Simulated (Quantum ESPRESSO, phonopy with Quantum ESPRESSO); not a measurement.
# KCl (Fm-3m): a volume series of phonon spectra, part 6 of 8

Which modes of KCl drive its thermal expansion?

Experimental results on record:
- volume expansion coefficient 111.3 1e-6/K and heat capacity C_P per formula unit 51.7 J/mol/K near room temperature (given in “High-Throughput Prediction of Finite-Temperature Properties using the Quasi-Harmonic Approximation”, 2016, arXiv:1603.06924)
- volume expansion coefficient 114.9 1e-6/K near room temperature (given in “Descriptors for thermal expansion in solids”, 2017, arXiv:1701.03966)

Quantum ESPRESSO 7.5; DFT LDA, scalar-relativistic, plane waves, PseudoDojo norm-conserving pseudopotentials.

So far, highest frequency (cm⁻¹): step 8 (lattice dynamics at this volume, V/V0 1) 222.

### 9. Ground state at this cell, V/V0 1.015

A tight ground state at this cell gives the energy of this member; its pressure is the stress at this cutoff, which can carry an offset from the finite basis.

This step: DFT LDA, scalar-relativistic, plane waves, PseudoDojo norm-conserving pseudopotentials (Quantum ESPRESSO 7.5).

System of this step: KCl. It takes space group Fm-3m (No. 225, cubic). Conventional cell: a = 6.105 Å, b = 6.105 Å, c = 6.105 Å, α = 90.00°, β = 90.00°, γ = 90.00°. Nearest to K lie 6 Cl at 3.05 Å. Cl has 6 K at 3.05 Å nearest. Farther neighbours and most contacts between anions are not listed.

scf.in reads:

```
&CONTROL
  calculation = 'scf'
  prefix      = 'x'
  outdir      = './tmp'
  pseudo_dir  = './pseudo'
  tprnfor     = .true.
  tstress     = .true.
/
&SYSTEM
  ibrav       = 0
  nat         = 2
  ntyp        = 2
  ecutwfc     = 72.0
  occupations = 'fixed'
  nbnd        = 10
/
&ELECTRONS
  conv_thr         = 1.0d-12
  mixing_beta      = 0.7
  electron_maxstep = 100
/
ATOMIC_SPECIES
 K      39.0983  K.upf
 Cl     35.4500  Cl.upf
CELL_PARAMETERS angstrom
     0.000000000    3.052594147    3.052594147
     3.052594147    0.000000000    3.052594147
     3.052594147    3.052594147    0.000000000
ATOMIC_POSITIONS crystal
 K      0.000000000   0.000000000   0.000000000
 Cl     0.500000000   0.500000000   0.500000000
K_POINTS automatic
 6 6 6 0 0 0
```

Command:

```
> OMP_NUM_THREADS=1 mpirun -n 4 pw.x -nk 4 -in scf.in > scf.out
```

Output:

```text
[banner, memory and clock lines left out]
Program PWSCF v.7.5

     Message from routine setup:
     using ibrav=0 with symmetry is DISCOURAGED, use correct ibrav instead

     G-vector sticks info

     bravais-lattice index     =            0
     lattice parameter (alat)  =       8.1580  a.u.
     unit-cell volume          =     383.9139 (a.u.)^3
     number of atoms/cell      =            2
     number of atomic types    =            2
     number of electrons       =        16.00
[...]
atom    2 type  2   force =    -0.00000000   -0.00000000    0.00000000

     Total force =     0.000000     Total SCF correction =     0.000000

     Computing stress (Cartesian axis) and pressure

          total   stress  (Ry/bohr**3)                   (kbar)     P=       -3.53
  -0.00002401  -0.00000000  -0.00000000           -3.53       -0.00       -0.00
  -0.00000000  -0.00002401  -0.00000000           -0.00       -3.53       -0.00
  -0.00000000  -0.00000000  -0.00002401           -0.00       -0.00       -3.53

     XML data file, charge density, pseudopotentials, collected wavefunctions
[key lines of the parts left out:]
!    total energy              =     -92.93317138 Ry
convergence has been achieved in  10 iterations
```

Wall time 3.1 s (4 MPI ranks of Intel Xeon 6975P-C (Granite Rapids), shared host); 12 s of CPU time.

At this level the gap is 5.06 eV on the k-mesh of the self-consistent run, which can miss the band edges.

### 10. Zone-centre response

In a polar crystal the Born charges and ε∞ give the long-range dipole term that a finite supercell misses. They are those of this k-mesh and were not tested on a denser one; where the gap is small they converge slowly, and the LO modes with them.

ph.in reads:

```
phonons
&INPUTPH
  prefix = 'x'
  outdir = './tmp'
  fildyn = 'x.dyn'
  tr2_ph = 1.0d-18
  epsil  = .true.
/
0.000000000 0.000000000 0.000000000
```

scf.in is that of step 9.

Command:

```
> OMP_NUM_THREADS=1 mpirun -n 4 ph.x -nk 4 -in ph.in > ph.out
```

Output:

```text
[banner, memory and clock lines left out]
Program PHONON v.7.5

     ./tmp/x.save/

     IMPORTANT: XC functional enforced from input :
     Exchange-correlation= PW
                           (   1   4   0   0   0   0   0)
     Any further DFT definition will be discarded
     Please, verify this is what you really want

     G-vector sticks info

     Reading collected, re-writing distributed wavefunctions in ./tmp/

     Number and degeneracy of irreps per q-point
       N         xq(1)         xq(2)         xq(3)   N irreps
[...]
freq (    1) =      -0.033206 [THz] =      -1.107646 [cm-1]
     freq (    2) =      -0.033206 [THz] =      -1.107646 [cm-1]
     freq (    3) =      -0.033206 [THz] =      -1.107646 [cm-1]
     freq (    4) =       4.677806 [THz] =     156.034818 [cm-1]
     freq (    5) =       4.677806 [THz] =     156.034818 [cm-1]
     freq (    6) =       4.677806 [THz] =     156.034818 [cm-1]
 **************************************************************************

     Mode symmetry, O_h (m-3m)  point group:

     freq (   1-   3) =         -1.1  [cm-1]   --> T_1u G_15  G_4- I
     freq (   4-   6) =        156.0  [cm-1]   --> T_1u G_15  G_4- I
```

The job ended after 42 s (4 MPI ranks).

ε∞:

```
2.50 0.00 0.00
0.00 2.50 0.00
0.00 0.00 2.50
```

The Born charges sum to zero within 0.0015 e; the rest is removed before use. Acoustic frequencies in this log differ from zero by the error of the sum rule, which ph.x does not impose.

### 11. A displaced supercell

One atom (for the harmonic constants) or a pair of atoms (for the cubic ones) is moved by a few hundredths of an ångström; the forces on all atoms give a column of force constants. The threshold is tight because the forces are small.

System of this step: KCl. Symmetry: Imm2, No. 44, orthorhombic system. Conventional cell: a = 8.634 Å, b = 12.210 Å, c = 8.634 Å, α = 90.00°, β = 90.00°, γ = 90.00°. K has 6 Cl at 3.04 to 3.07 Å nearest. Nearest to K lie 6 Cl at 3.05 Å. Nearest to Cl lie 6 K at 3.05 Å. Farther neighbours and most contacts between anions are not listed.

disp-00001.in reads:

```
&CONTROL
  calculation = 'scf'
  prefix      = 'x'
  outdir      = './tmp'
  pseudo_dir  = './pseudo'
  tprnfor     = .true.
  disk_io     = 'none'
/
&SYSTEM
  ibrav       = 0
  nat         = 16
  ntyp        = 2
  ecutwfc     = 72.0
  occupations = 'fixed'
  nbnd        = 66
/
&ELECTRONS
  conv_thr         = 1.0d-11
  mixing_beta      = 0.7
  electron_maxstep = 100
/
ATOMIC_SPECIES
 K      39.0983  K.upf
 Cl     35.4500  Cl.upf
CELL_PARAMETERS angstrom
     0.000000000    6.105188293    6.105188293
     6.105188293    0.000000000    6.105188293
     6.105188293    6.105188293    0.000000000
ATOMIC_POSITIONS crystal
 K      0.002316413   0.000000000   0.000000000
 K      0.500000000   0.000000000   0.000000000
 K      0.000000000   0.500000000   0.000000000
 K      0.500000000   0.500000000   0.000000000
 K      0.000000000   0.000000000   0.500000000
 K      0.500000000   0.000000000   0.500000000
 K      0.000000000   0.500000000   0.500000000
 K      0.500000000   0.500000000   0.500000000
 Cl     0.250000000   0.250000000   0.250000000
 Cl     0.750000000   0.250000000   0.250000000
 Cl     0.250000000   0.750000000   0.250000000
 Cl     0.750000000   0.750000000   0.250000000
 Cl     0.250000000   0.250000000   0.750000000
 Cl     0.750000000   0.250000000   0.750000000
 Cl     0.250000000   0.750000000   0.750000000
 Cl     0.750000000   0.750000000   0.750000000
K_POINTS automatic
 3 3 3 0 0 0
```

Command:

```
> OMP_NUM_THREADS=1 mpirun -n 2 pw.x -nk 2 -in disp-00001.in > disp-00001.out
```

Output:

```text
[banner, memory and clock lines left out]
Program PWSCF v.7.5

     Message from routine setup:
     using ibrav=0 with symmetry is DISCOURAGED, use correct ibrav instead

     G-vector sticks info

     bravais-lattice index     =            0
     lattice parameter (alat)  =      16.3160  a.u.
     unit-cell volume          =    3071.3109 (a.u.)^3
     number of atoms/cell      =           16
     number of atomic types    =            2
     number of electrons       =       128.00
[...]
atom    1 type  1   force =    -0.00000000   -0.00127166   -0.00127166
     atom    2 type  1   force =    -0.00000000    0.00026249    0.00026249
     atom    3 type  1   force =     0.00018712   -0.00002467    0.00007526
[...]
atom   15 type  2   force =     0.00000224    0.00003971    0.00003971
     atom   16 type  2   force =     0.00000057   -0.00002005   -0.00002005

     Total force =     0.002058     Total SCF correction =     0.000003
     Message from routine punch:
     Nothing written, as per user request (disk_io='none')
[key lines of the parts left out:]
!    total energy              =    -743.46533702 Ry
convergence has been achieved in  11 iterations
```

Run time: 2.8 min. Hardware: 2 MPI ranks; 5.6 min of CPU time.

### 12. Lattice dynamics at this volume, V/V0 1.015

This step: DFT LDA, scalar-relativistic, plane waves, PseudoDojo norm-conserving pseudopotentials (phonopy with Quantum ESPRESSO 4.10.0 / 7.5).

Wall time 2.9 min (4 threads).

No mode is imaginary beyond numerical noise along the path. The highest zone-centre mode (no LO–TO term) moved by -3.4 % for a volume change of +1.5 %.

The time given is that of the 2 pw.x runs on displaced cells behind this step.

### 13. Ground state at this cell, V/V0 0.985

A tight ground state at this cell gives the energy of this member; its pressure is the stress at this cutoff, which can carry an offset from the finite basis.

This step: DFT LDA, scalar-relativistic, plane waves, PseudoDojo norm-conserving pseudopotentials (Quantum ESPRESSO 7.5).

System of this step: KCl. It takes space group Fm-3m (No. 225, cubic). The conventional cell has a = 6.044 Å, b = 6.044 Å, c = 6.044 Å, α = 90.00°, β = 90.00°, γ = 90.00°. Nearest to K lie 6 Cl at 3.02 Å. Cl has 6 K at 3.02 Å nearest. Farther neighbours and most contacts between anions are not listed.

Changes to scf.in since step 10:

```diff
@@ -25,5 +25,5 @@
 CELL_PARAMETERS angstrom
-     0.000000000    3.052594147    3.052594147
-     3.052594147    0.000000000    3.052594147
-     3.052594147    3.052594147    0.000000000
+     0.000000000    3.022218061    3.022218061
+     3.022218061    0.000000000    3.022218061
+     3.022218061    3.022218061    0.000000000
 ATOMIC_POSITIONS crystal
```

Command:

```
> OMP_NUM_THREADS=1 mpirun -n 4 pw.x -nk 4 -in scf.in > scf.out
```

Output:

```text
[banner, memory and clock lines left out]
Program PWSCF v.7.5

     Message from routine setup:
     using ibrav=0 with symmetry is DISCOURAGED, use correct ibrav instead

     G-vector sticks info

     bravais-lattice index     =            0
     lattice parameter (alat)  =       8.0768  a.u.
     unit-cell volume          =     372.5667 (a.u.)^3
     number of atoms/cell      =            2
     number of atomic types    =            2
     number of electrons       =        16.00
[...]
atom    2 type  2   force =     0.00000000    0.00000000   -0.00000000

     Total force =     0.000000     Total SCF correction =     0.000000

     Computing stress (Cartesian axis) and pressure

          total   stress  (Ry/bohr**3)                   (kbar)     P=        3.76
   0.00002559  -0.00000000  -0.00000000            3.76       -0.00       -0.00
  -0.00000000   0.00002559   0.00000000           -0.00        3.76        0.00
  -0.00000000   0.00000000   0.00002559           -0.00        0.00        3.76

     XML data file, charge density, pseudopotentials, collected wavefunctions
[key lines of the parts left out:]
!    total energy              =     -92.93316604 Ry
convergence has been achieved in  10 iterations
```

Run time: 3.1 s. Hardware: 4 MPI ranks; 12 s of CPU time.

The run ends at a pressure of 0.38 GPa.

### 14. Born charges and dielectric tensor

In a polar crystal the Born charges and ε∞ give the long-range dipole term that a finite supercell misses. They are those of this k-mesh and were not tested on a denser one; where the gap is small they converge slowly, and the LO modes with them.

ph.in is that of step 10.

scf.in is that of step 13.

Command:

```
> OMP_NUM_THREADS=1 mpirun -n 4 ph.x -nk 4 -in ph.in > ph.out
```

Output:

```text
[banner, memory and clock lines left out]
Program PHONON v.7.5

     ./tmp/x.save/

     IMPORTANT: XC functional enforced from input :
     Exchange-correlation= PW
                           (   1   4   0   0   0   0   0)
     Any further DFT definition will be discarded
     Please, verify this is what you really want

     G-vector sticks info

     Reading collected, re-writing distributed wavefunctions in ./tmp/

     Number and degeneracy of irreps per q-point
       N         xq(1)         xq(2)         xq(3)   N irreps
[...]
freq (    1) =      -0.031835 [THz] =      -1.061901 [cm-1]
     freq (    2) =      -0.031835 [THz] =      -1.061901 [cm-1]
     freq (    3) =      -0.031835 [THz] =      -1.061901 [cm-1]
     freq (    4) =       5.012262 [THz] =     167.191060 [cm-1]
     freq (    5) =       5.012262 [THz] =     167.191060 [cm-1]
     freq (    6) =       5.012262 [THz] =     167.191060 [cm-1]
 **************************************************************************

     Mode symmetry, O_h (m-3m)  point group:

     freq (   1-   3) =         -1.1  [cm-1]   --> T_1u G_15  G_4- I
     freq (   4-   6) =        167.2  [cm-1]   --> T_1u G_15  G_4- I
```

Wall time 37 s (4 MPI ranks); 2.5 min of CPU time.

ε∞:

```
2.53 0.00 0.00
0.00 2.53 0.00
0.00 0.00 2.53
```

The Born charges sum to zero within 0.0015 e; the rest is removed before use. Acoustic frequencies in this log differ from zero by the error of the sum rule, which ph.x does not impose.

### 15. Forces on a displaced cell

One atom (for the harmonic constants) or a pair of atoms (for the cubic ones) is moved by a few hundredths of an ångström; the forces on all atoms give a column of force constants. The threshold is tight because the forces are small.

System of this step: KCl. It takes space group Imm2 (No. 44, orthorhombic). Conventional cell: a = 8.548 Å, b = 12.089 Å, c = 8.548 Å, α = 90.00°, β = 90.00°, γ = 90.00°. Nearest to K lie 6 Cl at 3.01 to 3.04 Å. Nearest to K lie 6 Cl at 3.02 Å. K has 6 Cl at 3.02 Å nearest. Nearest to Cl lie 6 K at 3.02 Å. Farther neighbours and most contacts between anions are not listed.

Changes to disp-00001.in since step 11:

```diff
@@ -25,7 +25,7 @@
 CELL_PARAMETERS angstrom
-     0.000000000    6.105188293    6.105188293
-     6.105188293    0.000000000    6.105188293
-     6.105188293    6.105188293    0.000000000
+     0.000000000    6.044436121    6.044436121
+     6.044436121    0.000000000    6.044436121
+     6.044436121    6.044436121    0.000000000
 ATOMIC_POSITIONS crystal
- K      0.002316413   0.000000000   0.000000000
+ K      0.002339695   0.000000000   0.000000000
  K      0.500000000   0.000000000   0.000000000
```

Command:

```
> OMP_NUM_THREADS=1 mpirun -n 2 pw.x -nk 2 -in disp-00001.in > disp-00001.out
```

Output:

```text
[banner, memory and clock lines left out]
Program PWSCF v.7.5

     Message from routine setup:
     using ibrav=0 with symmetry is DISCOURAGED, use correct ibrav instead

     G-vector sticks info

     bravais-lattice index     =            0
     lattice parameter (alat)  =      16.1536  a.u.
     unit-cell volume          =    2980.5333 (a.u.)^3
     number of atoms/cell      =           16
     number of atomic types    =            2
     number of electrons       =       128.00
[...]
atom    1 type  1   force =     0.00000000   -0.00142449   -0.00142449
     atom    2 type  1   force =     0.00000000    0.00027267    0.00027267
     atom    3 type  1   force =     0.00019229   -0.00002623    0.00008043
[...]
atom   15 type  2   force =     0.00000281    0.00003334    0.00003334
     atom   16 type  2   force =     0.00000065   -0.00002040   -0.00002040

     Total force =     0.002316     Total SCF correction =     0.000003
     Message from routine punch:
     Nothing written, as per user request (disk_io='none')
[key lines of the parts left out:]
!    total energy              =    -743.46529023 Ry
convergence has been achieved in  11 iterations
```

Elapsed: 2.8 min, on 2 MPI ranks; 5.6 min of CPU time.

### 16. Lattice dynamics at this volume, V/V0 0.985

This step: DFT LDA, scalar-relativistic, plane waves, PseudoDojo norm-conserving pseudopotentials (phonopy with Quantum ESPRESSO 4.10.0 / 7.5).

Elapsed: 2.8 min, on 4 threads.

Phonopy, LO-TO term from ph.x's tensors. The phonon branches at the labelled points (cm⁻¹):

```csv
point,branch 1,branch 2,branch 3,branch 4,branch 5,branch 6
Γ,0,0,0,167,167,226
halfway,45,45,128,171,171,178
X,55,55,104,172,172,178
halfway,62,72,101,169,171,178
U,80,93,105,160,167,178
jump to K,80,93,105,160,167,178
halfway,55,97,114,141,173,194
Γ,0,0,0,167,167,226
halfway,71,71,92,157,157,211
L,120,120,130,130,162,170
halfway,98,98,138,139,167,171
W,83,83,131,133,177,177
halfway,65,86,98,162,174,178
X,55,55,104,172,172,178
```

The phonon branches as a text plot (rows in cm⁻¹):

```
    222 |**                        *********
    212 |  **                    **         *
    203 |    *                               **
    193 |                       *              *
    184 |                                       *
    174 |    **********************              ***  ***********
    165 |****     *    *****       *********     ******      ***
    156 |       **        * **   ****       *
    146 |       **         ***               ****          **
    137 |                   *****              ** *********
    127 |     **  *        *  **                 *       **
    118 |                     ***            **  ***       *
    108 |          ***    * **                  *   **      *
     99 |    *        **** *    *              *      *      ****
     90 |                 **     **         ***        **  ***
     80 |               * * **                           ***
     71 |  **          ***       **        **               * *
     61 |             **      **   **                        ****
     52 |       ******          *  **    ***                    *
     42 |     **                 **
     33 | *  *                     ***   **
     24 |  **                        *  *
     14 | *                          *  *
      5 |*                            **
         Γ           X  U|K            Γ         L        W     X
```

No mode is imaginary beyond numerical noise along the path. The highest zone-centre mode (no LO–TO term) moved by +3.5 % for a volume change of -1.5 %.

The time given is that of the 2 pw.x runs on displaced cells behind this step.

### 17. Ground state at this cell, V/V0 1.03

A tight ground state at this cell gives the energy of this member; its pressure is the stress at this cutoff, which can carry an offset from the finite basis.

This step: DFT LDA, scalar-relativistic, plane waves, PseudoDojo norm-conserving pseudopotentials (Quantum ESPRESSO 7.5).

System of this step: KCl. Symmetry: Fm-3m, No. 225, cubic system. Conventional cell: a = 6.135 Å, b = 6.135 Å, c = 6.135 Å, α = 90.00°, β = 90.00°, γ = 90.00°. Nearest to K lie 6 Cl at 3.07 Å. Nearest to Cl lie 6 K at 3.07 Å. Farther neighbours and most contacts between anions are not listed.

Changes to scf.in since step 14:

```diff
@@ -25,5 +25,5 @@
 CELL_PARAMETERS angstrom
-     0.000000000    3.022218061    3.022218061
-     3.022218061    0.000000000    3.022218061
-     3.022218061    3.022218061    0.000000000
+     0.000000000    3.067558083    3.067558083
+     3.067558083    0.000000000    3.067558083
+     3.067558083    3.067558083    0.000000000
 ATOMIC_POSITIONS crystal
```

Command:

```
> OMP_NUM_THREADS=1 mpirun -n 4 pw.x -nk 4 -in scf.in > scf.out
```

Output:

```text
[banner, memory and clock lines left out]
Program PWSCF v.7.5

     Message from routine setup:
     using ibrav=0 with symmetry is DISCOURAGED, use correct ibrav instead

     G-vector sticks info

     bravais-lattice index     =            0
     lattice parameter (alat)  =       8.1980  a.u.
     unit-cell volume          =     389.5875 (a.u.)^3
     number of atoms/cell      =            2
     number of atomic types    =            2
     number of electrons       =        16.00
[...]
atom    2 type  2   force =     0.00000000    0.00000000   -0.00000000

     Total force =     0.000000     Total SCF correction =     0.000000

     Computing stress (Cartesian axis) and pressure

          total   stress  (Ry/bohr**3)                   (kbar)     P=       -6.71
  -0.00004565  -0.00000000  -0.00000000           -6.71       -0.00       -0.00
  -0.00000000  -0.00004565  -0.00000000           -0.00       -6.71       -0.00
  -0.00000000  -0.00000000  -0.00004565           -0.00       -0.00       -6.71

     XML data file, charge density, pseudopotentials, collected wavefunctions
[key lines of the parts left out:]
!    total energy              =     -92.93297525 Ry
convergence has been achieved in   9 iterations
```

The job ended after 2.9 s (4 MPI ranks; 11 s of CPU time).

The run ends at a pressure of -0.67 GPa.

[end of part 6 of 8]

[Logs are printed without paths, hosts, clocks, repeated set-up lines and the standing remarks that a program may print on its own settings, such as how far it seeks lower states.]

[Hosts, paths, dates, database ids (printed as entryN), source tags and the programs' standing remarks are cut or masked in the printed files.]

[A step with changed settings may run another functional than the one named; its input shows which.]

[Of the runs on displaced cells, only some may be shown.]
